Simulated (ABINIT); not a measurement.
# Quasiparticle gap of MoS2 (P6_3/mmc) in ABINIT, part 3 of 3

Aim: the G0W0 gap of MoS2 (P6_3/mmc) on PBEsol, step by step.

ABINIT 10.8.3; PBEsol and many-body steps on it, plane waves. Known limits of the many-body steps: not at the basis limit; no spin-orbit coupling; coarse k mesh.

So far. Step 3 (Bands along the symmetry lines): The gap is 0.846 eV, as in the run before at this level. Step 4 (Empty states on the mesh, 3×3×1 mesh, 433 bands): On this mesh the gap is 1.037 eV. The earlier step found 0.846 eV, so this mesh misses an edge.

The database entry behind the starting cell differs from later determinations by our own check (about 0.3 % long), so it need not match the best structure at ambient conditions.

### Step 5. Screening, 3×3×1 mesh, 395 bands, screening to 179.6 eV

The RPA dielectric matrix is built and inverted for each q.

This step: RPA screening on PBEsol, plane waves, norm-conserving pseudopotentials.

Input file run.abi:

```
acell 3*1.0 Angstrom
rprim 
  3.169000000004 -0.000000000001 0.000000000000
  -1.584500000001 2.744434504597 0.000000000000
  0.000000000000 0.000000000000 12.324000000000
ntypat 2
znucl 42 16
natom 6
typat 1 1 2 2 2 2
xred 
  0.333333333333 0.666666666667 0.250000000000
  0.666666666667 0.333333333333 0.750000000000
  0.333333333333 0.666666666667 0.623000000000
  0.666666666667 0.333333333333 0.123000000000
  0.333333333333 0.666666666667 0.877000000000
  0.666666666667 0.333333333333 0.377000000000
pp_dirpath "pseudos"
pseudos "Mo.upf, S.upf"
ecut 36
ngkpt 3 3 1
nshiftk 1
shiftk 0 0 0
kptopt 1
chksymbreak 0
istwfk *1
occopt 1
irdwfk 1
optdriver 3
nband 395
ecuteps 6.6
inclvkb 2
awtr 1
symchi 1
indata_prefix "in"
outdata_prefix "out"
tmpdata_prefix "tmp"
```

Command:

```
$ OMP_NUM_THREADS=1 mpirun -n 8 abinit run.abi > log
```

Numbers of over 12 decimals in the logs are rounded to 6 here.

Log:

```text
.Version 10.8.3 of ABINIT. v10.8.2 released Aug 2026.

 Symmetries : space group P6_3/m m c (#194); Bravais hP (primitive hexag.)
[... echo of the input left out ...]
== DATASET  1 ==================================================================
-   mpi_nproc: 8, omp_nthreads: 1 (-1 if OMP is not activated)

--- !DatasetInfo
iteration_state: {dtset: 1, }
dimensions: {natom: 6, nkpt: 3, mband: 395, nsppol: 1, nspinor: 1, nspden: 1, mpw: 7476, }
cutoff_energies: {ecut:  36.0, pawecutdg:  -1.0, }
electrons: {nelect:   5.20000000E+01, charge:   0.00000000E+00, occopt:   1.00000000E+00, tsmear:   1.00000000E-02, }

 SCREENING: Calculation of the susceptibility and dielectric matrices

 Based on a program developped by R.W. Godby, V. Olevano, G. Onida, and L. Reining.
 Incorporated in ABINIT by V. Olevano, G.-M. Rignanese, and M. Torrent.
.Using double precision arithmetic ; gwpc =  8

[... cell and pseudopotentials left out ...]
--------------------------------------------------------------------------------

 ==== K-mesh for the wavefunctions ====
 Number of points in the irreducible wedge :     3
[... list of points left out ...]
 Together with 24 symmetry operations and time-reversal symmetry
 yields     9 points in the full Brillouin Zone.

 ==== Q-mesh for the screening function ====
 Number of points in the irreducible wedge :     3
[... list of points left out ...]
 Together with 24 symmetry operations and time-reversal symmetry
 yields     9 points in the full Brillouin Zone.

 setmesh: FFT mesh size selected  =    20x   20x   90
          total number of points  =        36000

 vcoul_init : cutoff-mode = AUXILIARY_FUNCTION
 q-points for optical limit:   1
     1)      0.000010    0.000020    0.000030

- screening: taking advantage of time-reversal symmetry
- Maximum band index for partially occupied states nbvw = 26
- Remaining bands to be divided among processors   nbcw = 369
- Number of bands treated by each node ~46

 Number of electrons calculated from density =   52.0000; Expected =   52.0000
 average of density, n =  0.071892
 r_s =    1.4919
 omega_plasma =   25.8640 [eV]

 calculating chi0 at frequencies [eV] :
  1    0.000000E+00    0.000000E+00
  2    0.000000E+00    2.586399E+01

--------------------------------------------------------------------------------
  q-point number  1        q = ( 0.000000, 0.000000, 0.000000) [r.l.u.]
--------------------------------------------------------------------------------
[... chi0 elements left out ...]
 For q-point:  0.000010 0.000020 0.000030
  dielectric constant =  17.3532
  dielectric constant without local fields =  19.6578

  Average fulfillment of the sum rule on Im[epsilon] for q-point    1 :     88.58  [%]
[... wings left out ...]
  q-point number  2        q = ( 0.333333, 0.000000, 0.000000) [r.l.u.]
--------------------------------------------------------------------------------
[... chi0 elements left out ...]
  Average fulfillment of the sum rule on Im[epsilon] for q-point    2 :     87.53  [%]

 [... 1 further q-points ...]
```

Elapsed: 42 s, on 8 MPI ranks of Arm Neoverse V2, shared host; peak memory 2.2 GiB.

This step gave:

```
ε∞ with local fields, on this mesh, along the program's q direction : 17.35
the same without local fields                                       : 19.66
plasma frequency                                                    : 25.86 eV
plane waves in the screening matrix                                 : 585
```

Local fields lower ε∞ by 12 %. On a Γ-centred mesh this coarse the value itself is usually too large, while a short band sum pulls it down.

### Step 6. Self-energy, 3×3×1 mesh, 395 bands, screening to 179.6 eV

The self-energy is evaluated for the states that the input lists, and the levels follow from it, in one-shot runs by the linearised quasiparticle equation.

This step: G0W0 on PBEsol, plane waves, norm-conserving pseudopotentials.

run.abi, as its differences from that of step 5:

```diff
@@ -27,8 +27,19 @@
 irdwfk 1
-optdriver 3
+optdriver 4
 nband 395
+gwcalctyp 0
+ecutsigx 36
+symsigma 1
+nkptgw 3
+kptgw 
+  0.0000000000 0.0000000000 0.0000000000
+  0.3333333333 0.0000000000 0.0000000000
+  0.3333333333 0.3333333333 0.0000000000
+bdgw 
+  13 32
+  13 32
+  13 32
 ecuteps 6.6
-inclvkb 2
-awtr 1
-symchi 1
+irdscr 1
+ppmodel 1
 indata_prefix "in"
```

Log:

```text
.Version 10.8.3 of ABINIT. v10.8.2 released Aug 2026.

 Symmetries : space group P6_3/m m c (#194); Bravais hP (primitive hexag.)
[... echo of the input left out ...]
== DATASET  1 ==================================================================
-   mpi_nproc: 8, omp_nthreads: 1 (-1 if OMP is not activated)

--- !DatasetInfo
iteration_state: {dtset: 1, }
dimensions: {natom: 6, nkpt: 3, mband: 395, nsppol: 1, nspinor: 1, nspden: 1, mpw: 7476, }
cutoff_energies: {ecut:  36.0, pawecutdg:  -1.0, }
electrons: {nelect:   5.20000000E+01, charge:   0.00000000E+00, occopt:   1.00000000E+00, tsmear:   1.00000000E-02, }

 SIGMA: Calculation of the GW corrections

 Based on a program developped by R.W. Godby, V. Olevano, G. Onida, and L. Reining.
 Incorporated in ABINIT by V. Olevano, G.-M. Rignanese, and M. Torrent.
.Using double precision arithmetic ; gwpc =  8

[... cell and pseudopotentials left out ...]
--------------------------------------------------------------------------------

 ==== K-mesh for the wavefunctions ====
 Number of points in the irreducible wedge :     3
[... list of points left out ...]
 Together with 24 symmetry operations and time-reversal symmetry
 yields     9 points in the full Brillouin Zone.

 ==== Q-mesh for screening function ====
 Number of points in the irreducible wedge :     3
[... list of points left out ...]
 Together with 24 symmetry operations and time-reversal symmetry
 yields     9 points in the full Brillouin Zone.

 vcoul_init : cutoff-mode = AUXILIARY_FUNCTION
 q-points for optical limit:   1
     1)      0.000010    0.000020    0.000030
 setmesh: FFT mesh size selected  =    32x   32x  128
          total number of points  =       131072

 Number of electrons calculated from density =   52.0000; Expected =   52.0000
 average of density, n =  0.071892
 r_s =    1.4919
 omega_plasma =   25.8640 [eV]

 === KS Band Gaps ===
  >>>> For spin  1
   Minimum direct gap =   1.6518 [eV], located at k-point      :   0.3333  0.3333  0.0000
   Fundamental gap    =   1.0368 [eV], Top of valence bands at :   0.0000  0.0000  0.0000
                                       Bottom of conduction at :   0.3333  0.3333  0.0000
 SIGMA fundamental parameters:
 PLASMON POLE MODEL  1
 number of plane-waves for SigmaX                 7437
 number of plane-waves for SigmaC and W            585
 number of plane-waves for wavefunctions          7437
 number of bands                                   395
 number of independent spin polarizations            1
 number of spinorial components                      1
 number of k-points in IBZ                           3
 number of q-points in IBZ                           3
 number of symmetry operations                      24
 number of k-points in BZ                            9
 number of q-points in BZ                            9
 number of frequencies for dSigma/dE                 9
 frequency step for dSigma/dE [eV]                0.25
 number of omega for Sigma on real axis              0
 max omega for Sigma on real axis  [eV]           0.00
 zcut for avoiding poles [eV]                     0.10

 EPSILON^-1 parameters (SCR file):
 dimension of the eps^-1 matrix on file            585
 dimension of the eps^-1 matrix used               585
 number of plane-waves for wavefunctions          7437
 number of bands                                   395
 number of q-points in IBZ                           3
 number of frequencies                               2
 number of real frequencies                          1
 number of imag frequencies                          1

 matrix elements of self-energy operator (all in [eV])

 Perturbative Calculation

--- !SelfEnergy_ee
iteration_state: {dtset: 1, }
kpoint     : [   0.000,    0.000,    0.000, ]
spin       : 1
KS_gap     :    2.094
QP_gap     :    2.529
Delta_QP_KS:    0.435
data: !SigmaeeData |
     Band     E0 <VxcDFT>   SigX SigC(E0)      Z dSigC/dE  Sig(E)    E-E0       E
       13   1.485 -12.501 -17.414   4.089   0.803  -0.245 -13.163  -0.662   0.823
       14   2.537 -13.520 -17.771   3.588   0.770  -0.300 -14.030  -0.510   2.027
       15   4.869 -12.102 -15.837   2.741   0.769  -0.301 -12.866  -0.763   4.106
       16   5.113 -15.670 -18.588   2.504   0.757  -0.320 -15.984  -0.314   4.800
       17   5.113 -15.670 -18.588   2.504   0.757  -0.320 -15.984  -0.314   4.800
       18   5.127 -15.693 -18.590   2.490   0.759  -0.318 -16.002  -0.309   4.818
       19   5.127 -15.693 -18.590   2.490   0.759  -0.318 -16.002  -0.309   4.818
       20   6.217 -16.022 -18.277   1.801   0.769  -0.300 -16.371  -0.349   5.868
       21   6.217 -16.022 -18.277   1.801   0.769  -0.300 -16.371  -0.349   5.868
       22   6.263 -16.114 -18.324   1.772   0.769  -0.300 -16.451  -0.337   5.926
[...]
--- !SelfEnergy_ee
iteration_state: {dtset: 1, }
kpoint     : [   0.333,    0.000,    0.000, ]
spin       : 1
KS_gap     :    2.927
QP_gap     :    3.455
Delta_QP_KS:    0.528
data: !SigmaeeData |
     Band     E0 <VxcDFT>   SigX SigC(E0)      Z dSigC/dE  Sig(E)    E-E0       E
[...]
--- !SelfEnergy_ee
iteration_state: {dtset: 1, }
kpoint     : [   0.333,    0.333,    0.000, ]
spin       : 1
KS_gap     :    1.652
QP_gap     :    2.245
Delta_QP_KS:    0.594
data: !SigmaeeData |
     Band     E0 <VxcDFT>   SigX SigC(E0)      Z dSigC/dE  Sig(E)    E-E0       E
[...]
28   9.435 -17.535 -12.657  -4.340   0.766  -0.305 -17.123   0.412   9.847
       29  10.175 -14.534  -9.781  -4.405   0.784  -0.276 -14.262   0.272  10.447
       30  11.227 -17.225 -12.046  -4.772   0.760  -0.315 -16.916   0.310  11.537
       31  11.227 -17.225 -12.046  -4.772   0.760  -0.315 -16.916   0.310  11.537
       32  11.243 -16.169 -10.853  -4.856   0.771  -0.298 -15.814   0.355  11.598

 New Fermi energy :        3.307209E-01 Ha ,    8.999375E+00 eV

 === QP Band Gaps ===
  >>>> For spin  1
   Minimum direct gap =   2.2455 [eV], located at k-point      :   0.3333  0.3333  0.0000
   Fundamental gap    =   1.6958 [eV], Top of valence bands at :   0.0000  0.0000  0.0000
                                       Bottom of conduction at :   0.3333  0.3333  0.0000

== END DATASET(S) ==============================================================
================================================================================

 -outvars: echo values of variables after computation  --------
           etotal      0.0000000000E+00
            nband         395
             nkpt           3
          spgroup         194
 [... the other variables as echoed above ...]

 Calculation completed.
```

The job ended after 2.9 min (8 MPI ranks; peak memory 2.4 GiB; 23 min of CPU time).

This step gave:

```
G0W0 gap on the points computed              : 1.696 eV
starting gap on the mesh                     : 1.037 eV
k of the valence top                         : 0, 0, 0
k of the conduction bottom                   : 0.3333, 0.3333, 0
Z at the valence top                         : 0.768
Z at the conduction bottom                   : 0.766
least direct G0W0 gap on the computed points : 2.245 eV
```

The gap on the mesh goes from 1.04 eV to 1.70 eV, a correction of +0.66 eV. The start differs from the 0.85 eV found before because the two sample other k points.

Limits: finite bands, cutoff and mesh; no spin-orbit coupling; coarse k mesh. v1 is the top filled band, c1 the lowest empty one. Levels before and after the correction, in eV, zero at the valence-band top of each column:

|  | conduction bottom | valence top |
| --- | --- | --- |
| Kohn-Sham | 1.04 | 0.00 |
| G0W0 | 1.70 | 0.00 |

|  | level | energy (eV) |
| --- | --- | --- |
| Kohn-Sham | Γ v3 | -1.184 |
| Kohn-Sham | Γ v2 | -1.171 |
| Kohn-Sham | Γ v1 | 0.000 |
| Kohn-Sham | Γ c1-c2 | 2.094 |
| Kohn-Sham | Γ c3 | 2.122 |
| Kohn-Sham | (0.333 0.333 0) v3 | -2.690 |
| Kohn-Sham | (0.333 0.333 0) v2 | -0.786 |
| Kohn-Sham | (0.333 0.333 0) v1 | -0.615 |
| Kohn-Sham | (0.333 0.333 0) c1-c2 | 1.037 |
| Kohn-Sham | (0.333 0.333 0) c3 | 1.777 |
| G0W0 | Γ v3 | -1.161 |
| G0W0 | Γ v2 | -1.622 |
| G0W0 | Γ v1 | 0.000 |
| G0W0 | Γ c1-c2 | 2.529 |
| G0W0 | Γ c3 | 2.546 |
| G0W0 | (0.333 0.333 0) v3 | -3.038 |
| G0W0 | (0.333 0.333 0) v2 | -0.725 |
| G0W0 | (0.333 0.333 0) v1 | -0.549 |
| G0W0 | (0.333 0.333 0) c1-c2 | 1.696 |
| G0W0 | (0.333 0.333 0) c3 | 2.296 |

### Step 7. Where the time went

Times are wall times on the hardware named with each run, good to a factor of about two.

| step | time | share | memory (GiB) |
| --- | --- | --- | --- |
| ground state | 25 s | 6 % | 0.81 |
| bands along the symmetry lines | 44 s | 11 % | 0.92 |
| empty states on the mesh | 2 min | 30 % | 0.44 |
| screening | 42 s | 10 % | 2.2 |
| self-energy | 2.9 min | 43 % | 2.4 |

### Step 8. Summary of results

```json
{
  "PBEsol gap": "0.85 eV, indirect",
  "G0W0 gap on the mesh": "1.70 eV",
  "G0W0 gap over the zone (rigid shift)": "1.50 eV",
  "GW settings": "3×3×1 mesh, 395 bands, screening to 179.6 eV, Godby-Needs plasmon pole",
  "known limits": "not at the basis limit; no spin-orbit coupling; coarse k mesh"
}
```

G0W0 moves the gap on the mesh from 1.04 eV to 1.70 eV (+0.66 eV), with Z of 0.77 and 0.77 at the edges. The mesh misses the band edges by 0.19 eV in all; a rigid shift gives 1.50 eV for the zone. Local fields lower the RPA ε∞ on this mesh from 19.66 to 17.35; a Γ-centred mesh this coarse tends to raise both, most where the direct gap is narrow, while a short band sum lowers them. Bands and cutoff are finite, so the gap is not at the basis limit. The miss can reach some tenths of an eV and take either sign; the mesh is an error of its own. A denser mesh or path gives a starting gap of 0.85 eV: the GW mesh misses a band edge, so its gaps are not the fundamental one. The 3×3×1 mesh is coarse for this cell, which bears on the long-range parts of exchange and screening. The many-body steps are scalar-relativistic: spin-orbit coupling is not in them.

[Paths, hosts, dates, memory and timing lines, banners, echoed tables and standing remarks are left out of the program output.]

[Logs are printed without paths, hosts, clocks, repeated set-up lines and the standing remarks that a program may print on its own settings, such as how far it seeks lower states.]

[Runs of the session that timed out or met a known fault of the program may be left out.]

[Hosts, paths, dates, database ids (printed as entryN), source tags and the programs' standing remarks are cut or masked in the printed files.]

[G0W0 gaps are taken among the corrected bands and points alone; a level outside them can change the order at an edge.]

[Where Ansatz stands beside ABINIT at settings called matched, ABINIT's density can come from a denser mesh and the files from another edition; pairs whose starting gaps differed by over 0.03 eV were left out, so agreement reads better than it is.]
